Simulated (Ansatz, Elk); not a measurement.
**Bonding as seen by X-rays: BaSr2P2**

The structure of BaSr2P2 used here is made up (a known structure type with other elements) and was relaxed beforehand with PBE. The aim is the Fourier transform of its all-electron density, F(hkl), set beside the sum over free spherical atoms that refinements use.

Calculated with Elk 11.2.3 (patched build); DFT, PBE, all-electron APW+lo, Dirac cores, scalar-relativistic bands, static density, no spin.

The structure was built from a prototype and need not be the compound's stable phase.

**1. The structure**

Symmetry: P-3m1, No. 164, trigonal system. Conventional cell: a = 5.003 Å, b = 5.003 Å, c = 7.940 Å, α = 90.00°, β = 90.00°, γ = 120.00°. Nearest to Ba lie 6 P at 3.48 Å. Nearest to Sr lie 4 P at 3.01 to 3.20 Å. Nearest to P lie 4 Sr at 3.01 to 3.20 Å and 3 Ba at 3.48 Å. Farther neighbours are not listed.

**2. Ground state and structure factors**

An all-electron density is needed, since X-rays see the cores too. Task 0 finds the density and task 195 Fourier-transforms it; tshift is off so that phases refer to the origin typed.

Input file elk.in:

```
tasks
  0
  195

xctype
  20

spinpol
  .false.

rgkmax
  7.0

gmaxvr
  14.0

lmaxo
  7

lmaxapw
  8

swidth
  0.002

tshift
  .false.

ramdisk
  .false.

hmaxvr
  5.5

maxscl
  120

epspot
  1e-06

sppath
  './'

avec
  9.45502015571 0.00000000000 -0.00000000000
  -4.72751007785 8.18828764814 0.00000000000
  -0.00000000000 -0.00000000000 15.00389401209

atoms
  3
  'Ba.in'
  1
  0.0000000000 -0.0000000000 0.0000000000   0.000000 0.000000 0.000000
  'Sr.in'
  2
  0.3333333333 0.6666666667 0.6482398860   0.000000 0.000000 0.000000
  0.6666666667 0.3333333333 0.3517601140   0.000000 0.000000 0.000000
  'P.in'
  2
  0.3333333333 0.6666666667 0.2446365597   0.000000 0.000000 0.000000
  0.6666666667 0.3333333333 0.7553634403   0.000000 0.000000 0.000000

ngridk
  5 5 3
```

Started as:

```
$ OMP_NUM_THREADS=4 elk
```

Numbers of over 12 decimals in the logs are rounded to 6 here.

The program printed:

```text
┌─────────────────────────┐
│ Elk code version 11.2.3 │
└─────────────────────────┘

All units are atomic (Hartree, Bohr, etc.)

┌─────────────────────────────────────────────────┐
│ Ground-state run starting from atomic densities │
└─────────────────────────────────────────────────┘

Lattice vectors :
   9.455020156       0.000000000      -0.000000000
  -4.727510078       8.188287648       0.000000000
  -0.000000000      -0.000000000       15.00389401

Reciprocal lattice vectors :
  0.6645343113      0.3836690635       0.000000000
   0.000000000      0.7673381270       0.000000000
   0.000000000       0.000000000      0.4187703074

Unit cell volume      :    1161.607847
Brillouin zone volume :   0.2135404078

Muffin-tin inner radius fraction :   0.1000000000E-01

Nuclei treated as point charges

Species : 1 (Ba)
 parameters loaded from : Ba.in
 name : barium
 nuclear charge    :   -56.00000000
 electronic charge :    56.00000000
 atomic mass :    250331.8071
 muffin-tin radius :    2.800000000
 number of radial points in muffin-tin :   1393
 inner part over the whole radius :   0.9950032293E-02
 number on inner part of muffin-tin    :    996
 approximate nuclear radius :   0.9171481901E-04
 number of mesh points to nuclear radius :    504
 atomic positions (lattice), magnetic fields (Cartesian) :
  1 :   0.00000000  0.00000000  0.00000000    0.00000000  0.00000000  0.00000000

Species : 2 (Sr)
 parameters loaded from : Sr.in
 name : strontium
 nuclear charge    :   -38.00000000
 electronic charge :    38.00000000
 atomic mass :    159721.4892
 muffin-tin radius :    2.600000000
 number of radial points in muffin-tin :   1193
 inner part over the whole radius :   0.9909106339E-02
 number on inner part of muffin-tin    :    847
 approximate nuclear radius :   0.8067967193E-04
 number of mesh points to nuclear radius :    415
 atomic positions (lattice), magnetic fields (Cartesian) :
  1 :   0.33333333 -0.33333333 -0.35176011    0.00000000  0.00000000  0.00000000
  2 :  -0.33333333  0.33333333  0.35176011    0.00000000  0.00000000  0.00000000

Species : 3 (P)
 parameters loaded from : P.in
 name : phosphorus
 nuclear charge    :   -15.00000000
 electronic charge :    15.00000000
 atomic mass :    56461.71230
 muffin-tin radius :    2.200000000
 number of radial points in muffin-tin :    793
 inner part over the whole radius :   0.9987340520E-02
 number on inner part of muffin-tin    :    554
 approximate nuclear radius :   0.6081821256E-04
 number of mesh points to nuclear radius :    248
 atomic positions (lattice), magnetic fields (Cartesian) :
  1 :   0.33333333 -0.33333333  0.24463656    0.00000000  0.00000000  0.00000000
  2 :  -0.33333333  0.33333333 -0.24463656    0.00000000  0.00000000  0.00000000

Total number of atoms per unit cell :    5
Total muffin-tin volume :    328.4011521
 ratio of muffin-tin to unit cell volume :   0.2827125805

Spin treatment :
 spin-unpolarised

Number of Bravais lattice symmetries :   24
Number of crystal symmetries         :   12
Crystal has inversion symmetry
Real symmetric eigensolver will be used

k-point grid :      5     5     3
k-point offset :    0.000000000       0.000000000       0.000000000
k-point set is reduced with full crystal symmetry group
Total number of k-points :       12

Muffin-tin radius times maximum |G+k| :    7.000000000
 using average radius
Maximum |G+k| for APW functions       :    2.822580645
Maximum (1/2)|G+k|²                   :    3.983480749
Maximum |G| for potential and density :    14.00000000
Constant for pseudocharge density :   10
 order of it for each species :   17  17  17
 order of it for pair densities of each species (exact exchange by exxq0 0: 18) :   12  11   6
Radial integration step length :    1

G-vector grid sizes :     45    45    70
Number of G-vectors :    53719

Maximum angular momentum used for
 APW functions            :    8
 outer part of muffin-tin :    7
 inner part of muffin-tin :    2

Total nuclear charge    :   -162.0000000
[...]
correlation                 :     -7.985149
 electron entropic           :    -0.50895587210029E-11
 total energy                :     -15185.378819913

Density of states at Fermi energy :   0.5099688167E-07
 (states/Hartree/unit cell)

Estimated indirect band gap :   0.9811225631E-01
 from k-point 1 to k-point 3
Estimated direct band gap   :   0.9885991791E-01
 at k-point 1

Charges :
 core                        :    112.0000000
 valence                     :    50.00000000
 interstitial                :    9.250030234
 muffin-tins (core leakage)
  species : 1 (Ba)
   atom 1                    :    53.50584262     (  0.5089395515E-05)
  species : 2 (Sr)
[...]
species : 3 (P)
[...]
total in muffin-tins        :    152.7499698
 total calculated charge     :    161.9993418
 total charge                :    162.0000000
 error                       :   0.6581616938E-03

RMS change in Kohn-Sham potential (target) :   0.3146878241     (  0.1000000000E-05)
Absolute change in total energy (target)   :   0.6859376519     (  0.1000000000E-03)

[... loops 3 to 14 left out ...]

┌──────────────────┐
│ Loop number : 15 │
└──────────────────┘

Energies :
 Fermi                       :     0.172297
 sum of occupied eigenvalues :     -9140.3607949828
 electron kinetic            :      15925.325124035
 core electron kinetic       :      15549.220485479
 Coulomb                     :     -30653.473165924
 Coulomb potential           :     -24472.469335992
 nuclear-nuclear             :     -1375.2918997710
 electron-nuclear            :     -34103.792286874
 Hartree                     :      4825.6110207217
 Madelung                    :     -18417.238497928
 xc potential                :     -593.21658302619
 exchange                    :     -447.31824109598
 correlation                 :     -7.995545
 electron entropic           :    -0.70048247439617E-08
 total energy                :     -15183.461828024

Density of states at Fermi energy :   0.1046749497E-03
 (states/Hartree/unit cell)

Estimated indirect band gap :   0.5997004371E-01
 from k-point 3 to k-point 3
Estimated direct band gap   :   0.5997004371E-01
 at k-point 3

Charges :
 core                        :    112.0000000
 valence                     :    50.00000000
 interstitial                :    9.762667758
 muffin-tins (core leakage)
  species : 1 (Ba)
[...]
species : 2 (Sr)
[...]
species : 3 (P)
[...]
total in muffin-tins        :    152.2373322
 total calculated charge     :    161.9993604
 total charge                :    162.0000000
 error                       :   0.6396317265E-03

RMS change in Kohn-Sham potential (target) :   0.3164300656E-06 (  0.1000000000E-05)
Absolute change in total energy (target)   :   0.5952342144E-04 (  0.1000000000E-03)

Convergence targets achieved

┌──────────────────┐
│ Loop number : 16 │
└──────────────────┘

Energies :
 Fermi                       :     0.172297
 sum of occupied eigenvalues :     -9140.3607653978
 electron kinetic            :      15925.325146451
 core electron kinetic       :      15549.220492772
 Coulomb                     :     -30653.473161228
 Coulomb potential           :     -24472.469328015
 nuclear-nuclear             :     -1375.2918997710
 electron-nuclear            :     -34103.792285606
 Hartree                     :      4825.6110241484
 Madelung                    :     -18417.238497221
 xc potential                :     -593.21658383367
 exchange                    :     -447.31824112235
 correlation                 :     -7.995545
 electron entropic           :    -0.70045955570736E-08
 total energy                :     -15183.461800889

Density of states at Fermi energy :   0.1046713418E-03
 (states/Hartree/unit cell)

Estimated indirect band gap :   0.5997015916E-01
 from k-point 3 to k-point 3
Estimated direct band gap   :   0.5997015916E-01
 at k-point 3

Charges :
 core                        :    112.0000000
 valence                     :    50.00000000
 interstitial                :    9.762667985
 muffin-tins (core leakage)
  species : 1 (Ba)
[...]
species : 2 (Sr)
[...]
atom 2                    :    36.01242367     (  0.2857525707E-04)
  species : 3 (P)
   atom 1                    :    13.28319165     (  0.3088988624E-03)
   atom 2                    :    13.28319165     (  0.3088988624E-03)
 total in muffin-tins        :    152.2373320
 total calculated charge     :    161.9993604
 total charge                :    162.0000000
 error                       :   0.6396317748E-03

┌──────────────────────────────┐
│ Self-consistent loop stopped │
└──────────────────────────────┘

Warning : core states of species 3 leak from the muffin-tin :   0.3088988624E-03

Wrote STATE.OUT
```

It took 35 s on 4 threads of Arm Neoverse V2, shared host; peak memory 0.25 GiB; 66 s of CPU time.

SFACRHO.OUT:

```text

h k l indices transformed by vhmat matrix:
   1.000000000       0.000000000       0.000000000    
   0.000000000       1.000000000       0.000000000    
   0.000000000       0.000000000       1.000000000    

      h      k      l  multipl.   |H|            Re(F)            Im(F)           |F|

      0      0      0      1   0.0000000       162.00000      0.52818810E-16   162.00000    
      0      0     -1      2  0.41877031       11.339682      0.80602736E-14   11.339682    
     -1      0      0      6  0.76733813       3.2697867      0.80602736E-14   3.2697867    
      0      0      2      2  0.83754061       4.8254452     -0.12594178E-13   4.8254452    
     -1      0     -1      6  0.87417182       92.880534     -0.65489723E-14   92.880534    
      1      0     -1      6  0.87417182       44.326608     -0.20150684E-14   44.326608    
      0     -1      2      6   1.1359058       13.435722     -0.25188355E-13   13.435722    
      0      1      2      6   1.1359058       119.92778      -0.0000000       119.92778    
      0      0      3      2   1.2563109       100.74630      0.24180821E-13   100.74630    
     -1      2      0      6   1.3290686       125.25778     -0.34880056E-13   125.25778    
     -2      1     -1     12   1.3934820       9.2633591      0.40301368E-14   9.2633591    
      0      1     -3      6   1.4721158       50.835272      -0.0000000       50.835272    
     -1      1     -3      6   1.4721158      -17.166233      0.28210958E-13   17.166233    
     -2      0      0      6   1.5346763       4.4222018      0.20150684E-14   4.4222018    
     -2      1     -2     12   1.5709544       7.0599342      0.44079621E-14   7.0599342    
     -2      0     -1      6   1.5907859       35.577333      0.40301368E-14   35.577333    
      2      0     -1      6   1.5907859       81.889691      0.40301368E-14   81.889691    
      0      0      4      2   1.6750812       13.154663     -0.38034416E-13   13.154663
```

Elk indexes on the primitive cell of elk.in and gives |H| = 4π sin θ/λ in inverse bohr. Below, one row stands for each form hkl of the conventional cell (m members, Friedel mates merged), F is for one primitive cell and the density is static (no thermal factor). Free-atom factors are Waasmaier and Kirfel's, and R is Σm||F|−|F'||/Σm|F|.

```csv
hkl,m,sin θ/λ (Å⁻¹),"abs F, DFT",neutral atoms,diff.
001,2,0.063,11.340,11.265,+0.075
100,6,0.115,3.270,3.711,-0.441
002,2,0.126,4.825,5.639,-0.813
101,6,0.132,92.880,93.087,-0.206
011,6,0.132,44.327,43.556,+0.770
102,6,0.171,13.436,13.375,+0.061
012,6,0.171,119.928,119.649,+0.279
003,2,0.189,100.746,100.485,+0.261
110,6,0.200,125.258,125.272,-0.014
111,12,0.210,9.263,9.340,-0.077
103,6,0.221,50.835,51.017,-0.182
013,6,0.221,17.166,17.285,-0.119
200,6,0.231,4.422,4.260,+0.162
112,12,0.236,7.060,6.787,+0.273
201,6,0.239,35.577,35.801,-0.224
021,6,0.239,81.890,81.568,+0.322
004,2,0.252,13.155,13.393,-0.239
022,6,0.263,11.172,11.236,-0.064
202,6,0.263,103.873,104.069,-0.196
113,12,0.275,88.687,88.666,+0.022
014,6,0.277,25.781,25.718,+0.063
104,6,0.277,81.063,81.002,+0.061
```

**3. The highest occupied states alone**

An energy window below the Fermi level keeps the highest occupied states, to see at which angles they scatter; shallow core shells can lie inside it and anion s states outside. No new self-consistency is needed.

Edit elk.in of step 2 so:

```diff
@@ -1,3 +1,2 @@
 tasks
-  0
   195
@@ -40,2 +39,5 @@
 
+wsfac
+  -0.378940 0.472300
+
 sppath
```

Started as:

```
$ OMP_NUM_THREADS=4 elk
```

The program printed:

```text
┌─────────────────────────────────┐
│ Elk code version 11.2.3 started │
└─────────────────────────────────┘

Info(readinput): the functional depends on the density's gradient
 muffin-tin radial points multiplied by    2.00000
 (not where nrmtscf is given)

┌────────────────────┐
│ Current task : 195 │
└────────────────────┘

Info(sfacrho): density structure factors written to SFACRHO.OUT

 Energy window :  -0.3789400000      0.4723000000

┌──────────────────┐
│ Elk code stopped │
└──────────────────┘
```

It took 21 s on 4 threads; peak memory 0.18 GiB; 23 s of CPU time.

States within 15 eV below the Fermi level hold 22.00 electrons; any levels below the window count with the cores. Their amplitudes can exceed the total, where window and core parts have opposite phase:

```csv
hkl,sin θ/λ (Å⁻¹),"abs F, window","abs F, all"
001,0.063,5.249,11.340
100,0.115,0.443,3.270
002,0.126,2.499,4.825
101,0.132,1.096,92.880
011,0.132,8.301,44.327
102,0.171,3.677,13.436
012,0.171,4.240,119.928
003,0.189,1.821,100.746
110,0.200,3.589,125.258
111,0.210,1.270,9.263
```

**4. Another functional**

The difference from free atoms is small, so it is set against the change that LDA (Perdew-Wang) makes.

Edit elk.in of step 3 so:

```diff
@@ -1,2 +1,3 @@
 tasks
+  0
   195
@@ -4,3 +5,3 @@
 xctype
-  20
+  3
 
@@ -39,5 +40,2 @@
 
-wsfac
-  -0.378940 0.472300
-
 sppath
```

Started as:

```
$ OMP_NUM_THREADS=4 elk
```

The program printed:

```text
┌─────────────────────────┐
│ Elk code version 11.2.3 │
└─────────────────────────┘

All units are atomic (Hartree, Bohr, etc.)

┌─────────────────────────────────────────────────┐
│ Ground-state run starting from atomic densities │
└─────────────────────────────────────────────────┘

Lattice vectors :
   9.455020156       0.000000000      -0.000000000
  -4.727510078       8.188287648       0.000000000
  -0.000000000      -0.000000000       15.00389401

Reciprocal lattice vectors :
  0.6645343113      0.3836690635       0.000000000
[...]
species : 1 (Ba)
[...]
species : 2 (Sr)
[...]
species : 3 (P)
   atom 1                    :    13.27013446     (  0.3070464684E-03)
   atom 2                    :    13.27013446     (  0.3070464684E-03)
 total in muffin-tins        :    152.2135588
 total calculated charge     :    161.9993768
 total charge                :    162.0000000
 error                       :   0.6231684829E-03

┌──────────────────────────────┐
│ Self-consistent loop stopped │
└──────────────────────────────┘

Warning : core states of species 3 leak from the muffin-tin :   0.3070464684E-03

Wrote STATE.OUT
[key lines of the parts left out:]
total energy                :     -15167.699933951
```

Elapsed: 21 s, on 4 threads; peak memory 0.2 GiB.

Against the first run R = 0.04 %; the largest change is -0.056 at 330.

**5. Basis size**

The basis and the expansions that go with it are enlarged, to see whether the differences are converged.

Edit elk.in of step 4 so:

```diff
@@ -5,3 +5,3 @@
 xctype
-  3
+  20
 
@@ -11,12 +11,12 @@
 rgkmax
-  7.0
+  8.5
 
 gmaxvr
-  14.0
+  18.0
 
 lmaxo
-  7
+  9
 
 lmaxapw
-  8
+  10
```

Started as:

```
$ OMP_NUM_THREADS=4 elk
```

The program printed:

```text
┌─────────────────────────┐
│ Elk code version 11.2.3 │
└─────────────────────────┘

All units are atomic (Hartree, Bohr, etc.)

┌─────────────────────────────────────────────────┐
│ Ground-state run starting from atomic densities │
└─────────────────────────────────────────────────┘

Lattice vectors :
   9.455020156       0.000000000      -0.000000000
  -4.727510078       8.188287648       0.000000000
  -0.000000000      -0.000000000       15.00389401

Reciprocal lattice vectors :
  0.6645343113      0.3836690635       0.000000000
[...]
species : 1 (Ba)
[...]
species : 2 (Sr)
[...]
species : 3 (P)
   atom 1                    :    13.28697070     (  0.3091383602E-03)
   atom 2                    :    13.28697070     (  0.3091383602E-03)
 total in muffin-tins        :    152.2467119
 total calculated charge     :    161.9993238
 total charge                :    162.0000000
 error                       :   0.6761678187E-03

┌──────────────────────────────┐
│ Self-consistent loop stopped │
└──────────────────────────────┘

Warning : core states of species 3 leak from the muffin-tin :   0.3091383602E-03

Wrote STATE.OUT
[key lines of the parts left out:]
total energy                :     -15183.467486718
```

The job ended after 95 s (4 threads; peak memory 0.56 GiB; 3.1 min of CPU time).

Against the first run R = 0.01 %; the largest change is +0.006 at 321.

**6. Settings against the effect**

```csv
run,R against the first run (%),"R against neutral atoms, low angle (%)",wall time
"PBE, rgkmax 7",0.00,0.41,35 s
LDA (Perdew-Wang),0.04,0.37,21 s
rgkmax 8.5 with larger expansions,0.01,0.41,95 s
```

**7. Outcome**

| Property | Result |
| --- | --- |
| R against neutral atoms, sin θ/λ < 0.3 Å⁻¹ | 0.41 % |
| R against neutral atoms, 0.3 to 0.61 Å⁻¹ | 0.16 % |

What this shows: Independent neutral atoms miss the calculated amplitudes by R = 0.41 % below 0.3 Å⁻¹ and 0.16 % from there to 0.61 Å⁻¹; by shells, 1.17 % below 0.15 Å⁻¹ (5 forms), 0.30 % 0.15 to 0.3 (19 forms), 0.12 % 0.3 to 0.45 (45 forms), 0.18 % above 0.45 (80 forms). Bonding, aspherical density and the tables' own atoms all enter these figures, and the runs don't part them. The largest change of an amplitude is -0.81 electrons, at 002. The window's part falls from 22.0 electrons at the origin to at most 0.32 between 0.45 and 0.61 Å⁻¹. The window holds more than the 16 outer electrons of the free atoms, so shallow core shells lie inside it. Below 0.3 Å⁻¹ the changes that finished (LDA (Perdew-Wang) and rgkmax 8.5 with larger expansions) move F by R = 0.04 % at most, against the 0.41 % that separates it from free atoms. The k-mesh has no finished test. Part of the difference isn't bonding: the tables are fits to free atoms and ions calculated by other methods than this functional. Thermal motion, anomalous dispersion and extinction are left out.

[Logs are printed without paths, hosts, clocks, repeated set-up lines and the standing remarks that a program may print on its own settings, such as how far it seeks lower states.]

[Hosts, paths, dates, database ids (printed as entryN), source tags and the programs' standing remarks are cut or masked in the printed files.]
